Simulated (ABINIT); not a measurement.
# SiO2 (Stishovite): G0W0 with ABINIT, start to end

Aim: the G0W0 gap of SiO2 (Stishovite) on PBE, step by step.

Program: ABINIT 10.8.3. Level of theory: PBE and many-body steps on it, plane waves. Results are calculated unless marked as measured.

Report form: the programs' logs are mostly left out.

## 1. Starting point

The structure is tetragonal, space group P4_2/mnm (No. 136). The conventional cell has a = 4.177 Å, b = 4.177 Å, c = 2.665 Å, α = 90.00°, β = 90.00°, γ = 90.00°. Nearest to Si lie 6 O at 1.76 to 1.81 Å. O has 3 Si at 1.76 to 1.81 Å nearest. Farther neighbours and most contacts between anions are not listed.

The cell and positions come from the Crystallography Open Database and are kept as given unless a step says otherwise.

## 2. Ground state

This step: ABINIT 10.8.3; DFT, PBE, plane waves, norm-conserving pseudopotentials.

The ground-state density comes first.

File run.abi:

```
acell 3*1.0 Angstrom
rprim 
  4.177300000000 0.000000000000 0.000000000000
  0.000000000000 4.177300000000 0.000000000000
  0.000000000000 0.000000000000 2.665200000000
ntypat 2
znucl 14 8
natom 6
typat 1 1 2 2 2 2
xred 
  0.000000000000 0.000000000000 0.000000000000
  0.500000000000 0.500000000000 0.500000000000
  0.305900000000 0.305900000000 0.000000000000
  0.194100000000 0.805900000000 0.500000000000
  0.694100000000 0.694100000000 0.000000000000
  0.805900000000 0.194100000000 0.500000000000
pp_dirpath "pseudos"
pseudos "Si.upf, O.upf"
ecut 36
ngkpt 6 6 8
nshiftk 1
shiftk 0 0 0
kptopt 1
chksymbreak 0
nband 23
occopt 1
tolvrs 1e-10
nstep 60
prtwf 0
optforces 0
optstress 0
indata_prefix "in"
outdata_prefix "out"
tmpdata_prefix "tmp"
```

On the command line:

```console
OMP_NUM_THREADS=1 mpirun -n 8 abinit run.abi > log
```

It took 19 s on 8 MPI ranks of Arm Neoverse V2, shared host; peak memory 0.67 GiB; 2.5 min of CPU time.

Numbers from this step:

```
total energy               : -2037.1750 eV
gap                        : 5.686 eV
k of the valence top       : 0, 0, 0
k of the conduction bottom : 0, 0, 0
least direct gap           : 5.686 eV
```

The gap is direct, at Γ.

## 3. Bands along the symmetry lines

Levels along a band path, at the cheap level, show where the edges lie and whether the meshes to come will hold them.

File run.abi:

```
acell 3*1.0 Angstrom
rprim 
  4.177300000000 0.000000000000 0.000000000000
  0.000000000000 4.177300000000 0.000000000000
  0.000000000000 0.000000000000 2.665200000000
ntypat 2
znucl 14 8
natom 6
typat 1 1 2 2 2 2
xred 
  0.000000000000 0.000000000000 0.000000000000
  0.500000000000 0.500000000000 0.500000000000
  0.305900000000 0.305900000000 0.000000000000
  0.194100000000 0.805900000000 0.500000000000
  0.694100000000 0.694100000000 0.000000000000
  0.805900000000 0.194100000000 0.500000000000
pp_dirpath "pseudos"
pseudos "Si.upf, O.upf"
ecut 36
iscf -2
irdden 1
kptopt 0
nkpt 75
kpt 
  0.00000000 0.00000000 0.00000000
  0.00000000 0.06250000 0.00000000
  0.00000000 0.12500000 0.00000000
  0.00000000 0.18750000 0.00000000
  0.00000000 0.25000000 0.00000000
  0.00000000 0.31250000 0.00000000
  0.00000000 0.37500000 0.00000000
  0.00000000 0.43750000 0.00000000
  0.00000000 0.50000000 0.00000000
  0.06250000 0.50000000 0.00000000
  0.12500000 0.50000000 0.00000000
  0.18750000 0.50000000 0.00000000
  0.25000000 0.50000000 0.00000000
  0.31250000 0.50000000 0.00000000
  0.37500000 0.50000000 0.00000000
  0.43750000 0.50000000 0.00000000
  0.50000000 0.50000000 0.00000000
  0.43750000 0.43750000 0.00000000
  0.37500000 0.37500000 0.00000000
  0.31250000 0.31250000 0.00000000
  0.25000000 0.25000000 0.00000000
  0.18750000 0.18750000 0.00000000
  0.12500000 0.12500000 0.00000000
  0.06250000 0.06250000 0.00000000
  0.00000000 0.00000000 0.00000000
  0.00000000 0.00000000 0.06250000
  0.00000000 0.00000000 0.12500000
  0.00000000 0.00000000 0.18750000
  0.00000000 0.00000000 0.25000000
  0.00000000 0.00000000 0.31250000
  0.00000000 0.00000000 0.37500000
  0.00000000 0.00000000 0.43750000
  0.00000000 0.00000000 0.50000000
  0.00000000 0.06250000 0.50000000
  0.00000000 0.12500000 0.50000000
  0.00000000 0.18750000 0.50000000
  0.00000000 0.25000000 0.50000000
  0.00000000 0.31250000 0.50000000
  0.00000000 0.37500000 0.50000000
  0.00000000 0.43750000 0.50000000
  0.00000000 0.50000000 0.50000000
  0.06250000 0.50000000 0.50000000
  0.12500000 0.50000000 0.50000000
  0.18750000 0.50000000 0.50000000
  0.25000000 0.50000000 0.50000000
  0.31250000 0.50000000 0.50000000
  0.37500000 0.50000000 0.50000000
  0.43750000 0.50000000 0.50000000
  0.50000000 0.50000000 0.50000000
  0.43750000 0.43750000 0.50000000
  0.37500000 0.37500000 0.50000000
  0.31250000 0.31250000 0.50000000
  0.25000000 0.25000000 0.50000000
  0.18750000 0.18750000 0.50000000
  0.12500000 0.12500000 0.50000000
  0.06250000 0.06250000 0.50000000
  0.00000000 0.00000000 0.50000000
  0.00000000 0.50000000 0.00000000
  0.00000000 0.50000000 0.06250000
  0.00000000 0.50000000 0.12500000
  0.00000000 0.50000000 0.18750000
  0.00000000 0.50000000 0.25000000
  0.00000000 0.50000000 0.31250000
  0.00000000 0.50000000 0.37500000
  0.00000000 0.50000000 0.43750000
  0.00000000 0.50000000 0.50000000
  0.50000000 0.50000000 0.00000000
  0.50000000 0.50000000 0.06250000
  0.50000000 0.50000000 0.12500000
  0.50000000 0.50000000 0.18750000
  0.50000000 0.50000000 0.25000000
  0.50000000 0.50000000 0.31250000
  0.50000000 0.50000000 0.37500000
  0.50000000 0.50000000 0.43750000
  0.50000000 0.50000000 0.50000000
istwfk *1
nband 28
nbdbuf 7
tolwfr 1e-07
nstep 50
prtwf 0
prtvol 0
indata_prefix "in"
outdata_prefix "out"
tmpdata_prefix "tmp"
```

The job ended after 14 s (8 MPI ranks; peak memory 0.66 GiB).

This step gave:

```
gap                        : 5.686 eV
k of the valence top       : 0, 0, 0
k of the conduction bottom : 0, 0, 0
least direct gap           : 5.686 eV
```

The gap is 5.686 eV, as in the run before at this level.

The electronic bands at the labelled points (eV, zero at the top of the highest filled band):

| point | band 13 | band 14 | band 15 | band 16 | band 17 | band 18 | band 19 | band 20 |
| --- | --- | --- | --- | --- | --- | --- | --- | --- |
| Γ | -2.51 | -0.88 | -0.88 | 0.00 | 5.69 | 6.76 | 8.59 | 8.59 |
| halfway | -2.48 | -2.07 | -0.99 | -0.46 | 6.56 | 7.28 | 8.76 | 8.80 |
| X | -2.70 | -2.70 | -1.07 | -1.07 | 7.79 | 7.79 | 9.17 | 9.17 |
| halfway | -2.94 | -2.94 | -1.47 | -1.47 | 7.59 | 7.59 | 9.65 | 9.65 |
| M | -2.66 | -2.66 | -2.27 | -2.27 | 7.49 | 7.49 | 10.14 | 10.14 |
| halfway | -2.58 | -2.48 | -1.45 | -0.80 | 6.84 | 7.71 | 8.77 | 9.54 |
| Γ | -2.51 | -0.88 | -0.88 | 0.00 | 5.69 | 6.76 | 8.59 | 8.59 |
| halfway | -4.40 | -1.52 | -1.52 | -0.78 | 7.54 | 9.89 | 10.28 | 11.33 |
| Z | -3.06 | -3.06 | -2.67 | -2.67 | 9.15 | 9.15 | 12.69 | 12.69 |
| halfway | -2.79 | -2.79 | -2.24 | -2.24 | 9.04 | 9.04 | 10.90 | 10.90 |
| R | -2.29 | -2.29 | -1.75 | -1.75 | 8.83 | 8.83 | 9.95 | 9.95 |
| halfway | -2.25 | -2.25 | -1.62 | -1.62 | 7.78 | 7.78 | 10.80 | 10.80 |
| A | -1.76 | -1.76 | -1.55 | -1.55 | 7.24 | 7.24 | 11.09 | 11.09 |
| halfway | -2.55 | -2.46 | -2.32 | -1.82 | 8.07 | 8.59 | 10.65 | 11.83 |
| Z | -3.06 | -3.06 | -2.67 | -2.67 | 9.15 | 9.15 | 12.69 | 12.69 |
| jump to X | -2.70 | -2.70 | -1.07 | -1.07 | 7.79 | 7.79 | 9.17 | 9.17 |
| halfway | -2.87 | -2.87 | -1.43 | -1.43 | 9.11 | 9.11 | 10.62 | 10.62 |
| R | -2.29 | -2.29 | -1.75 | -1.75 | 8.83 | 8.83 | 9.95 | 9.95 |
| jump to M | -2.66 | -2.66 | -2.27 | -2.27 | 7.49 | 7.49 | 10.14 | 10.14 |
| halfway | -1.93 | -1.93 | -1.71 | -1.71 | 8.18 | 8.18 | 11.59 | 11.59 |
| A | -1.76 | -1.76 | -1.55 | -1.55 | 7.24 | 7.24 | 11.09 | 11.09 |

## 4. Empty states on the mesh, 4×4×4 mesh, 145 bands

The sums over transitions need many empty states on a uniform mesh; this step solves for them.

File run.abi:

```
acell 3*1.0 Angstrom
rprim 
  4.177300000000 0.000000000000 0.000000000000
  0.000000000000 4.177300000000 0.000000000000
  0.000000000000 0.000000000000 2.665200000000
ntypat 2
znucl 14 8
natom 6
typat 1 1 2 2 2 2
xred 
  0.000000000000 0.000000000000 0.000000000000
  0.500000000000 0.500000000000 0.500000000000
  0.305900000000 0.305900000000 0.000000000000
  0.194100000000 0.805900000000 0.500000000000
  0.694100000000 0.694100000000 0.000000000000
  0.805900000000 0.194100000000 0.500000000000
pp_dirpath "pseudos"
pseudos "Si.upf, O.upf"
ecut 36
ngkpt 4 4 4
nshiftk 1
shiftk 0 0 0
kptopt 1
chksymbreak 0
irdden 1
istwfk *1
nband 145
prtvol 0
optdriver 6
gwr_task "HDIAGO"
paral_kgb 0
occopt 1
indata_prefix "in"
outdata_prefix "out"
tmpdata_prefix "tmp"
```

It took 67 s on 8 MPI ranks; peak memory 5 GiB.

Numbers from this step:

- gap: 5.686 eV
- k of the valence top: 0, 0, 0
- k of the conduction bottom: 0, 0, 0
- least direct gap: 5.686 eV
- k points computed: 18
- lowest point of the top converged band, above the valence top: 95.2639 eV

On this mesh the gap is 5.686 eV.

## 5. Screening, 4×4×4 mesh, 137 bands, screening to 195.9 eV

The RPA dielectric matrix is built and inverted for each q.

This step: RPA screening on PBE, plane waves, norm-conserving pseudopotentials.

Edit run.abi of step 4 so:

```diff
@@ -24,10 +24,11 @@
 chksymbreak 0
-irdden 1
 istwfk *1
-nband 145
-prtvol 0
-optdriver 6
-gwr_task "HDIAGO"
-paral_kgb 0
 occopt 1
+irdwfk 1
+optdriver 3
+nband 137
+ecuteps 7.2
+inclvkb 2
+awtr 1
+symchi 1
 indata_prefix "in"
```

The job ended after 61 s (8 MPI ranks; peak memory 2.4 GiB).

Numbers from this step:

- ε∞ with local fields, on this mesh, along the program's q direction: 3.369
- the same without local fields: 3.639
- plasma frequency: 30.80 eV
- plane waves in the screening matrix: 283

Local fields lower ε∞ by 7 %. On a Γ-centred mesh this coarse the value itself is usually too large, while a short band sum pulls it down.

## 6. Self-energy, 4×4×4 mesh, 137 bands, screening to 195.9 eV

The self-energy is evaluated for the states that the input lists, and the levels follow from it, in one-shot runs by the linearised quasiparticle equation.

This step: G0W0 on PBE, plane waves, norm-conserving pseudopotentials.

Edit run.abi of step 5 so:

```diff
@@ -27,8 +27,25 @@
 irdwfk 1
-optdriver 3
+optdriver 4
 nband 137
+gwcalctyp 0
+ecutsigx 36
+symsigma 1
+nkptgw 6
+kptgw 
+  0.0000000000 0.0000000000 0.0000000000
+  0.5000000000 0.0000000000 0.0000000000
+  0.5000000000 0.5000000000 0.0000000000
+  0.0000000000 0.0000000000 0.5000000000
+  0.5000000000 0.0000000000 0.5000000000
+  0.5000000000 0.5000000000 0.5000000000
+bdgw 
+  14 18
+  15 18
+  15 18
+  15 18
+  15 18
+  15 18
 ecuteps 7.2
-inclvkb 2
-awtr 1
-symchi 1
+irdscr 1
+ppmodel 1
 indata_prefix "in"
```

Run time: 31 s. Hardware: 8 MPI ranks; peak memory 2.3 GiB.

This step gave:

- G0W0 gap on the mesh: 8.021 eV
- starting gap on the mesh: 5.686 eV
- k of the valence top: 0, 0, 0
- k of the conduction bottom: 0, 0, 0
- Z at the valence top: 0.82
- Z at the conduction bottom: 0.847
- least direct G0W0 gap on the computed points: 8.021 eV

The gap on the mesh goes from 5.69 eV to 8.02 eV, a correction of +2.33 eV.

Limits: finite bands, cutoff and mesh; coarse k mesh. v1 is the top filled band, c1 the lowest empty one. Levels before and after the correction, in eV, zero at the valence-band top of each column:

|  | conduction bottom | valence top |
| --- | --- | --- |
| Kohn-Sham | 5.69 | 0.00 |
| G0W0 | 8.02 | 0.00 |

```
             level  energy (eV)
Kohn-Sham  Γ v3-v2       -0.884
Kohn-Sham     Γ v1        0.000
Kohn-Sham     Γ c1        5.686
Kohn-Sham     Γ c2        6.763
     G0W0  Γ v3-v2       -0.906
     G0W0     Γ v1        0.000
     G0W0     Γ c1        8.021
     G0W0     Γ c2        9.039
```

## 7. Where the time went

Times are wall times on 8 MPI ranks of Arm Neoverse V2, shared host, good to a factor of about two.

```csv
step,time,share,memory (GiB)
ground state,19 s,10 %,0.67
bands along the symmetry lines,14 s,7 %,0.66
empty states on the mesh,67 s,35 %,5.0
screening,61 s,32 %,2.4
self-energy,31 s,16 %,2.3
```

## 8. Outcome

```json
{
 "PBE gap": "5.69 eV, direct",
 "G0W0 gap on the mesh": "8.02 eV",
 "GW settings": "4×4×4 mesh, 137 bands, screening to 195.9 eV, Godby-Needs plasmon pole",
 "known limits": "not at the basis limit; coarse k mesh"
}
```

**Reading.** G0W0 moves the gap on the mesh from 5.69 eV to 8.02 eV (+2.33 eV), with Z of 0.82 and 0.85 at the edges. Local fields lower the RPA ε∞ on this mesh from 3.64 to 3.37; a Γ-centred mesh this coarse tends to raise both, most where the direct gap is narrow, while a short band sum lowers them. Bands and cutoff are finite, so the gap is not at the basis limit. The miss can reach some tenths of an eV and take either sign; the mesh is an error of its own. The 4×4×4 mesh is coarse for this cell, which bears on the long-range parts of exchange and screening.

[Paths, hosts, dates, memory and timing lines, banners, echoed tables and standing remarks are left out of the program output.]

[Logs are printed without paths, hosts, clocks, repeated set-up lines and the standing remarks that a program may print on its own settings, such as how far it seeks lower states.]

[Runs of the session that timed out or met a known fault of the program may be left out.]

[Hosts, paths, dates, database ids (printed as entryN), source tags and the programs' standing remarks are cut or masked in the printed files.]

[G0W0 gaps are taken among the corrected bands and points alone; a level outside them can change the order at an edge.]

[Where Ansatz stands beside ABINIT at settings called matched, ABINIT's density can come from a denser mesh and the files from another edition; pairs whose starting gaps differed by over 0.03 eV were left out, so agreement reads better than it is.]
